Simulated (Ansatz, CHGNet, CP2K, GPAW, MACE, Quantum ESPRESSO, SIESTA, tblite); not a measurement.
**SIESTA on random packing of 70AlN-30Al2O3 (mol %) (78 atoms): settings against a plane-wave reference**

Aim: run random packing of 70AlN-30Al2O3 (mol %) (78 atoms) in SIESTA and see how near its forces come to a plane-wave reference, and at what cost.

Method: the method is named at each step, in SIESTA 5.4.2.

### 1. The starting structure

The cell holds 78 atoms: 35 Al, 19 N and 24 O. Its edges and angles: a = 9.322 Å, b = 9.322 Å, c = 9.322 Å, α = 90.0°, β = 90.0°, γ = 90.0°. 78 atoms (35 Al, 19 N, 24 O) packed at random in a cube at 3.27 g/cm³ and pushed apart as soft spheres, cations and anions kept from their own kind; a start for melting by ab initio MD, not an equilibrated structure. Then every atom was moved at random, 0.05 Å r.m.s. a Cartesian component.

The yardstick, on the same geometry:

| Property | Result |
| --- | --- |
| method | Kohn-Sham DFT, PBE, SSSP efficiency 1.3.0 pseudopotentials, plane waves (Quantum ESPRESSO 7.5); sssp-pbe-1.3.0-efficiency, cutoffs 60/480 Ry, Γ point |
| r.m.s. force component | 2.024 eV/Å |
| longest force | 5.888 eV/Å |
| pressure | 10.62 GPa |
| time | 12 min on 2 MPI ranks of Intel Xeon at 2.30GHz, shared host |
| CPU time | 25 min |

### 2. PBE, DZP, shift 0.01 Ry, mesh 500 Ry

Method: Kohn-Sham DFT, PBE, PseudoDojo 0.4.1 norm-conserving pseudopotentials (converted to PSML), numerical atomic orbitals (DZP), diagonalisation.

The .psml files are PseudoDojo norm-conserving potentials that we converted to this format, checked against plane waves on the same files for H, C, O, Si, Ge and Ca alone.

input.fdf

```
SystemLabel cell
NumberOfAtoms 78
NumberOfSpecies 3
%block ChemicalSpeciesLabel
  1 13 Al
  2 7 N
  3 8 O
%endblock ChemicalSpeciesLabel
LatticeConstant 1.0 Ang
%block LatticeVectors
  9.32240 0.00000 0.00000
  0.00000 9.32240 0.00000
  0.00000 0.00000 9.32240
%endblock LatticeVectors
PAO.BasisSize DZP
PAO.EnergyShift 0.01 Ry
XC.Functional GGA
XC.Authors PBE
MeshCutoff 500 Ry
%block kgrid_Monkhorst_Pack
  1 0 0 0.0
  0 1 0 0.0
  0 0 1 0.0
%endblock kgrid_Monkhorst_Pack
SolutionMethod diagon
OccupationFunction FD
ElectronicTemperature 580 K
SCF.Mixer.Method Pulay
SCF.Mixer.Weight 0.15
SCF.Mixer.History 8
SCF.Mix Hamiltonian
MaxSCFIterations 300
SCF.DM.Tolerance 1e-04
SCF.H.Tolerance 1.0e-3 eV
WriteForces T
Write.HirshfeldPop T
Write.VoronoiPop T
Write.DM F
Write.H F
XML.Write F
AtomicCoordinatesFormat Fractional
%block AtomicCoordinatesAndAtomicSpecies
  0.75261 0.16357 0.33567 1
  0.99725 0.09011 0.58802 1
  0.20609 0.61561 0.74663 1
  0.97072 0.81614 0.37572 1
  0.89304 0.30138 0.75937 1
  0.40528 0.19498 0.10952 1
  0.95782 0.56278 0.44857 1
  0.53637 0.47846 0.09798 1
  0.79180 0.33235 0.00288 1
  0.11798 0.91648 0.08340 1
  0.21395 0.66230 0.03458 1
  0.07679 0.33177 0.57443 1
  0.67080 0.87175 0.28879 1
  0.45237 0.44505 0.53735 1
  0.79778 0.90852 0.57596 1
  0.22789 0.29292 0.77657 1
  0.74953 0.61158 0.04846 1
  0.07697 0.18514 0.05352 1
  0.96305 0.60332 0.86424 1
  0.51145 0.31838 0.87815 1
  0.29731 0.41605 0.01205 1
  0.28315 0.80980 0.24726 1
  0.51955 0.02186 0.46420 1
  0.16887 0.96719 0.41854 1
  0.65684 0.14513 0.09398 1
  0.06904 0.31990 0.31915 1
  0.23272 0.99167 0.87780 1
  0.48758 0.63558 0.88156 1
  0.96615 0.03910 0.86211 1
  0.86905 0.83357 0.13347 1
  0.81176 0.80821 0.88198 1
  0.51241 0.07620 0.76681 1
  0.49034 0.83224 0.64172 1
  0.65679 0.64140 0.48703 1
  0.64986 0.49260 0.71636 1
  0.66476 0.07567 0.59263 2
  0.06470 0.41259 0.75343 2
  0.78061 0.49114 0.87208 2
  0.62460 0.83802 0.49234 2
  0.08142 0.14989 0.75176 2
  0.00890 0.80522 0.91383 2
  0.24751 0.19648 0.95703 2
  0.83018 0.46622 0.61824 2
  0.36764 0.44945 0.78726 2
  0.66660 0.85109 0.74688 2
  0.12031 0.60173 0.31958 2
  0.37623 0.77756 0.97700 2
  0.49585 0.27131 0.62553 2
  0.63295 0.74246 0.96346 2
  0.04838 0.90764 0.67851 2
  0.45224 0.61493 0.63483 2
  0.74672 0.40142 0.24118 2
  0.44040 0.73827 0.34169 2
  0.03227 0.96917 0.26726 2
  0.57290 0.95371 0.14573 3
  0.64396 0.42768 0.44951 3
[... 18 atom lines left out ...]
  0.47375 0.08969 0.95837 3
  0.35789 0.59167 0.14706 3
  0.39415 0.34372 0.33014 3
  0.70824 0.27551 0.74671 3
%endblock AtomicCoordinatesAndAtomicSpecies
```

Started as:

```
OMP_NUM_THREADS=1 mpirun -np 2 siesta < input.fdf > output.txt
```

What it wrote:

```text
Version         : 5.4.2
reinit: System Name:
reinit: System Label: cell
initatom: Reading input for the pseudopotentials and atomic orbitals ----------
Species number:   1 Atomic number:   13 Label: Al
Species number:   2 Atomic number:    7 Label: N
Species number:   3 Atomic number:    8 Label: O
Ground state valence configuration (from tables):   3s02  3p01  3d00  4f00
Ground state valence configuration (from tables):   2s02  2p03  3d00  4f00
Ground state valence configuration (from tables):   2s02  2p04  3d00  4f00
---- Processing specs for species: Al
GGA--PBE XC_GGA_X_PBE--XC_GGA_C_PBE pb
---- Processing specs for species: N
GGA--PBE XC_GGA_X_PBE--XC_GGA_C_PBE pb
---- Processing specs for species: O
GGA--PBE XC_GGA_X_PBE--XC_GGA_C_PBE pb
Al pseudopotential only contains V_ls up to l=2 -- lmxkb reset.
N pseudopotential only contains V_ls up to l=1 -- lmxkb reset.
O pseudopotential only contains V_ls up to l=2 -- lmxkb reset.
Using PAO.SplitTailNorm
%block ChemicalSpeciesLabel
    1   13 Al                      # Species index, atomic number, species label
    2    7 N                       # Species index, atomic number, species label
    3    8 O                       # Species index, atomic number, species label
%endblock ChemicalSpeciesLabel
%block PAO.Basis                 # Define Basis set
Al                    2                    # Species label, number of l-shells
 n=3   0   2                         # n, l, Nzeta
   6.130      4.449
   1.000      1.000
 n=3   1   2 P   1                   # n, l, Nzeta, Polarization, NzetaPol
   7.969      5.883
[...]
N                     2                    # Species label, number of l-shells
 n=2   0   2                         # n, l, Nzeta
[...]
n=2   1   2 P   1                   # n, l, Nzeta, Polarization, NzetaPol
[...]
O                     2                    # Species label, number of l-shells
 n=2   0   2                         # n, l, Nzeta
[...]
n=2   1   2 P   1                   # n, l, Nzeta, Polarization, NzetaPol
   4.300      2.782
   1.000      1.000
%endblock PAO.Basis
coor:   Atomic-coordinates input format  =     Fractional
siesta: System type = bulk
initatomlists: Number of atoms, orbitals, and projectors:     78  1014  1094
siesta: ******************** Simulation parameters ****************************
Total number of electrons:   344.000000
Total ionic charge:   344.000000
 Kpoints in:            1 . Kpoints trimmed:            1
siesta: k-grid: Number of k-points = 1
siesta: k-points from Monkhorst-Pack grid
siesta: k-cutoff (effective) =     4.661 Ang
siesta: k-point supercell and displacements
siesta: k-grid:     1     0     0      0.000
siesta: k-grid:     0     1     0      0.000
siesta: k-grid:     0     0     1      0.000
                     ====================================
                        Single-point calculation
                     ====================================
outcell: Unit cell vectors (Ang):
        9.322400    0.000000    0.000000
        0.000000    9.322400    0.000000
        0.000000    0.000000    9.322400
outcell: Cell vector modules (Ang)   :    9.322400    9.322400    9.322400
outcell: Cell angles (23,13,12) (deg):     90.0000     90.0000     90.0000
outcell: Cell volume (Ang**3)        :    810.1831
Gamma-point calculation with interaction between periodic images
Some features might not work optimally:
Gamma-point calculation with interaction between periodic images
Some features might not work optimally:
e.g. DM initialization from atomic data
e.g. DM initialization from atomic data
new_DM -- step:     1
Initializing Density Matrix...
Attempting to read DM from file... Failed...
DM filled with atomic data:
InitMesh: MESH = 128 x 128 x 128 = 2097152
InitMesh: Mesh cutoff (required, used) =   500.000   521.035 Ry
stepf: Fermi-Dirac step function
        iscf     Eharris(eV)        E_KS(eV)     FreeEng(eV)     dDmax    Ef(eV) dHmax(eV)
   scf:    1   -17860.820183   -18207.022132   -18207.210708  1.883092 -6.288472 20.236536
   scf:    2   -17940.673486   -18203.978344   -18204.237710  0.923541 -5.697302 35.262021
   scf:    3   -18280.554998   -18299.285381   -18299.429410  0.755125 -5.735154  9.292712
[...]
scf:   26   -18312.168867   -18312.168868   -18312.403687  0.000061 -5.517972  0.001507
   scf:   27   -18312.168860   -18312.168864   -18312.403687  0.000059 -5.517975  0.000639
SCF Convergence by DM+H criterion
max |DM_out - DM_in|         :     0.0000593677
max |H_out - H_in|      (eV) :     0.0006393253
SCF cycle converged after 27 iterations
Using DM_out to compute the final energy and forces
siesta: E_KS(eV) =           -18312.1689
siesta: E_KS - E_eggbox =    -18312.1689
siesta: Atomic forces (eV/Ang):
     1   -0.266273    4.057316    1.915774
     2   -0.394245   -2.283190   -2.190529
     3    1.399833    0.904478   -3.313745
[...]
77    2.169752   -0.387775   -0.953852
    78   -2.810317    1.366730    1.831568
----------------------------------------
   Tot   -0.003334    0.002334   -0.003422
----------------------------------------
   Max    5.860930
   Res    2.005445    sqrt( Sum f_i^2 / 3N )
----------------------------------------
   Max    5.860930    constrained
Stress tensor Voigt[x,y,z,yz,xz,xy] (kbar):     -100.39     -129.84     -146.33       -3.47       14.60       -7.20
(Free)E + p*V (eV/cell)   -18248.9313
Target enthalpy (eV/cell)   -18312.4037
siesta: Program's energy decomposition (eV):
siesta: Ebs     =     -4367.888565
siesta: Eions   =     29360.358708
siesta: Ena     =      6323.176556
siesta: Ekin    =     11635.902919
siesta: Enl     =     -1679.462493
siesta: DEna    =        92.353102
siesta: DUscf   =        19.242024
siesta: Ex      =     -4912.330482
siesta: Ec      =      -430.691781
siesta: Exc     =     -5343.022263
siesta: Eharris =    -18312.168860
siesta: Etot    =    -18312.168864
siesta: FreeEng =    -18312.403687
siesta: Final energy (eV):
siesta:  Band Struct. =   -4367.888565
siesta:       Kinetic =   11635.902919
siesta:       Hartree =    4996.393903
siesta:         Exch. =   -4912.330482
siesta:         Corr. =    -430.691781
siesta:   Exch.-corr. =   -5343.022263
siesta:  Ion-electron =  -20157.547098
siesta:       Ion-ion =   -9443.896325
siesta:         Total =  -18312.168864
siesta:         Fermi =      -5.517975
siesta: Stress tensor (static) (eV/Ang**3):
siesta:    -0.062658   -0.004493    0.009110
siesta:    -0.004493   -0.081039   -0.002166
siesta:     0.009110   -0.002166   -0.091333
siesta: Cell volume =        810.183138 Ang**3
siesta: Pressure (static):
siesta:                Solid            Molecule  Units
siesta:           0.00085327          0.00139250  Ry/Bohr**3
siesta:           0.07834321          0.12785316  eV/Ang**3
siesta:         125.51965543        204.84335072  kBar
    Orbital volume contribution        =          50.862984 eV
    (Free)E + p_basis*V_orbitals       =      -18261.540703 eV
    (Free)Eharris+ p_basis*V_orbitals  =      -18261.540699 eV
Hirshfeld Atomic Populations:
Atom #   charge [q] valence [e]  Species
     1     0.248898    2.751102  Al
     2     0.224031    2.775969  Al
     3     0.306339    2.693661  Al
[...]
36    -0.174481    5.174481  N
    37    -0.253756    5.253756  N
    38    -0.235650    5.235650  N
[...]
55    -0.210284    6.210284  O
    56    -0.171558    6.171558  O
    57    -0.122882    6.122882  O
[...]
--------------------
 Total    -0.000019
Voronoi Atomic Populations:
Atom #   charge [q] valence [e]  Species
[...]
34     0.420175    2.579825  Al
    35     0.302139    2.697861  Al
[...]
53    -0.203595    5.203595  N
    54    -0.308850    5.308850  N
[...]
77    -0.168177    6.168177  O
    78    -0.219423    6.219423  O
--------------------
 Total    -0.000020
```

Run time: 15 min. Hardware: 2 MPI ranks of Intel Xeon at 2.30GHz, shared host; peak memory 2.6 GiB.

Banners, paths, timers and routine set-up lines are dropped from the logs unmarked, and long logs keep their key lines alone; longer cuts are marked.

Against the reference:

```
r.m.s. force component                  : 2.005 eV/Å
r.m.s. difference of force components   : 135.8 meV/Å
longest difference of force vectors     : 458.4 meV/Å
force difference over r.m.s. force      : 6.707 %
slope of forces against the reference's : 0.9886
correlation of force components         : 0.9978
pressure                                : 12.55 GPa
pressure difference                     : 1.933 GPa
```

Length of the force difference by element (eV/Å):

```csv
element,atoms,mean,most
Al,35,0.22,0.46
N,19,0.21,0.38
O,24,0.23,0.32
```

Local excerpt of 10 atoms (numbers count through the whole input) about O61, picked at random; x, y, z are measured from there.

```csv
atom,x,y,z,distance (Å),Hirshfeld charge (e),Fx,Fy,Fz (eV/Å)
O61,0.00,0.00,0.00,0.00,-0.17,1.65,0.44,2.37
Al29,0.55,0.22,-1.72,1.82,0.17,-1.03,-3.40,-0.51
Al30,-0.36,-1.69,0.81,1.91,0.18,1.48,0.97,0.68
O62,-1.14,0.64,-1.73,2.17,-0.22,-0.94,0.11,-0.82
Al10,1.96,-0.92,0.34,2.19,0.11,-0.21,0.48,1.15
Al18,1.58,1.59,0.06,2.24,0.29,0.25,2.50,1.25
N54,1.16,-0.43,2.05,2.40,-0.23,1.67,-2.09,-1.27
N41,0.94,-1.96,-1.24,2.50,-0.18,-1.36,1.27,1.05
Al31,-0.89,-1.93,-1.54,2.62,0.23,-3.74,2.92,-2.97
Al25,-2.34,1.21,0.44,2.67,0.15,-0.23,-4.78,-1.37
```

Forces lie 6.7 % from the reference's, at 1.2 times its CPU time.

### 3. PBE, DZ, shift 0.01 Ry, mesh 500 Ry

Method: Kohn-Sham DFT, PBE, PseudoDojo 0.4.1 norm-conserving pseudopotentials (converted to PSML), numerical atomic orbitals (DZ), diagonalisation.

input.fdf, as its differences from that of step 2:

```diff
@@ -14,3 +14,3 @@
 %endblock LatticeVectors
-PAO.BasisSize DZP
+PAO.BasisSize DZ
 PAO.EnergyShift 0.01 Ry
```

What it wrote:

```text
Version         : 5.4.2
reinit: System Name:
reinit: System Label: cell
initatom: Reading input for the pseudopotentials and atomic orbitals ----------
Species number:   1 Atomic number:   13 Label: Al
Species number:   2 Atomic number:    7 Label: N
Species number:   3 Atomic number:    8 Label: O
Ground state valence configuration (from tables):   3s02  3p01  3d00  4f00
Ground state valence configuration (from tables):   2s02  2p03  3d00  4f00
Ground state valence configuration (from tables):   2s02  2p04  3d00  4f00
---- Processing specs for species: Al
GGA--PBE XC_GGA_X_PBE--XC_GGA_C_PBE pb
---- Processing specs for species: N
GGA--PBE XC_GGA_X_PBE--XC_GGA_C_PBE pb
---- Processing specs for species: O
GGA--PBE XC_GGA_X_PBE--XC_GGA_C_PBE pb
[... lines left out ...]
Total number of electrons:   344.000000
[... lines left out ...]
stepf: Fermi-Dirac step function
        iscf     Eharris(eV)        E_KS(eV)     FreeEng(eV)     dDmax    Ef(eV) dHmax(eV)
[... lines left out ...]
SCF Convergence by DM+H criterion
[... lines left out ...]
SCF cycle converged after 29 iterations
[... lines left out ...]
   Max    6.398858
[... lines left out ...]
   Max    6.398858    constrained
Stress tensor Voigt[x,y,z,yz,xz,xy] (kbar):     -166.22     -174.45     -205.93        8.73       19.20      -11.92
[... lines left out ...]
siesta: Etot    =    -18277.498959
siesta: FreeEng =    -18277.745438
siesta: Final energy (eV):
siesta:  Band Struct. =   -4310.601265
siesta:       Kinetic =   11663.333433
siesta:       Hartree =    5019.386659
siesta:         Exch. =   -4915.322062
siesta:         Corr. =    -430.566558
siesta:   Exch.-corr. =   -5345.888620
siesta:  Ion-electron =  -20170.434106
siesta:       Ion-ion =   -9443.896325
siesta:         Total =  -18277.498959
siesta:         Fermi =      -5.244168
siesta: Stress tensor (static) (eV/Ang**3):
siesta:    -0.103749   -0.007443    0.011984
siesta:    -0.007443   -0.108886    0.005450
siesta:     0.011984    0.005450   -0.128531
siesta: Cell volume =        810.183138 Ang**3
siesta: Pressure (static):
siesta:                Solid            Molecule  Units
siesta:           0.00123859          0.00198073  Ry/Bohr**3
siesta:           0.11372193          0.18186211  eV/Ang**3
siesta:         182.20261197        291.37521700  kBar
    Orbital volume contribution        =          34.050612 eV
    (Free)E + p_basis*V_orbitals       =      -18243.694827 eV
    (Free)Eharris+ p_basis*V_orbitals  =      -18243.694829 eV
Hirshfeld Atomic Populations:
Atom #   charge [q] valence [e]  Species
     1     0.263885    2.736115  Al
     2     0.235676    2.764324  Al
     3     0.316954    2.683046  Al
[...]
36    -0.185338    5.185338  N
    37    -0.262734    5.262734  N
    38    -0.250488    5.250488  N
[...]
55    -0.218074    6.218074  O
    56    -0.178539    6.178539  O
    57    -0.138549    6.138549  O
[...]
--------------------
 Total    -0.000025
Voronoi Atomic Populations:
Atom #   charge [q] valence [e]  Species
[...]
34     0.429370    2.570630  Al
    35     0.303171    2.696829  Al
[...]
53    -0.202746    5.202746  N
    54    -0.321265    5.321265  N
[...]
77    -0.146228    6.146228  O
    78    -0.232673    6.232673  O
--------------------
 Total    -0.000025
```

Run time: 5.1 min. Hardware: 2 MPI ranks; peak memory 1.6 GiB; 10 min of CPU time.

Against the reference:

```yaml
r_m_s_force_component: 2.077 eV/Å
r_m_s_difference_of_force_components: 585.8 meV/Å
longest_difference_of_force_vectors: 2070 meV/Å
force_difference_over_r_m_s_force: 28.94 %
slope_of_forces_against_the_reference_s: 0.9848
correlation_of_force_components: 0.9595
pressure: 18.22 GPa
pressure_difference: 7.601 GPa
```

This is a coarse setting, run to see what it loses.

Against the first run (6.7 %), the force difference from the reference is 29 %, at 0.34 times the CPU time, with 624 basis functions against 1014: the smaller basis costs accuracy.

### 4. Side by side

Differences are against the plane-wave reference, forces as r.m.s. over components; share is that over the reference's r.m.s. force, slope the least-squares factor from reference forces to these. Total energies of different programs have different zeros and aren't compared.

```csv
run,"Δ force, r.m.s. (meV/Å)",share (%),slope,Δ pressure (GPa),cores,CPU time,memory (GiB)
reference,-,-,-,-,2,25 min,2.8
"SIESTA PBE, DZP, shift 0.01 Ry, mesh 500 Ry",136,6.71,0.989,1.93,2,30 min,2.6
"SIESTA PBE, DZ, shift 0.01 Ry, mesh 500 Ry (coarse)",586,28.9,0.985,7.60,2,10 min,1.6
```

Rows marked coarse were listed beforehand as settings not expected to be converged; some can still land near the reference.

CPU time is summed over cores on a shared host, where runs went side by side, so it is rough. Symmetry, cutoffs, thresholds, outputs and thread counts weren't matched or tuned between programs; memory under MPI is the largest rank's times the ranks.

Further runs of this program without a result: SIESTA PBE, SZP, shift 0.01 Ry, mesh 500 Ry (cut off at its time limit).

### 5. Outcome

| Quantity | Value |
| --- | --- |
| nearest in forces | SIESTA PBE, DZP, shift 0.01 Ry, mesh 500 Ry, 6.7 % |
| its CPU time | 30 min |

**Reading.** The PBE run in local orbitals, coarse settings apart, differs by 6.7 % (SIESTA PBE, DZP, shift 0.01 Ry, mesh 500 Ry); basis, grid and potentials can all enter. Runs with settings chosen to be coarse differ by 29 % (SIESTA PBE, DZ, shift 0.01 Ry, mesh 500 Ry), their programs' other errors included. One electronic-structure run takes under half the reference's CPU time: SIESTA PBE, DZ, shift 0.01 Ry, mesh 500 Ry, at 29 % in 10 min against 25 min; its pressure misses by +7.6 GPa. In pressure, SIESTA PBE, DZ, shift 0.01 Ry, mesh 500 Ry misses by +7.6 GPa, at the same functional. The reference's pressure holds the uncorrected Pulay stress of its 60 Ry basis, so small pressure differences, and their order, may be the reference's own error. The reference's stress is far from hydrostatic: its diagonal is 7.8, 11.3, 12.7 GPa, compression counted positive. The reference's pressure of 11 GPa belongs to a cell and atoms that aren't relaxed at this level. The electronic-structure runs sample only Γ, in a cell whose shortest periodic width is 9 Å, which is coarse for a cell with partly filled levels.

[Also dropped from logs without a mark: logging warnings of Python, and SIESTA's first energy breakdown and zero terms.]

[Logs are printed without paths, hosts, clocks, repeated set-up lines and the standing remarks that a program may print on its own settings, such as how far it seeks lower states.]

[Hosts, paths, dates, database ids (printed as entryN), source tags and the programs' standing remarks are cut or masked in the printed files.]
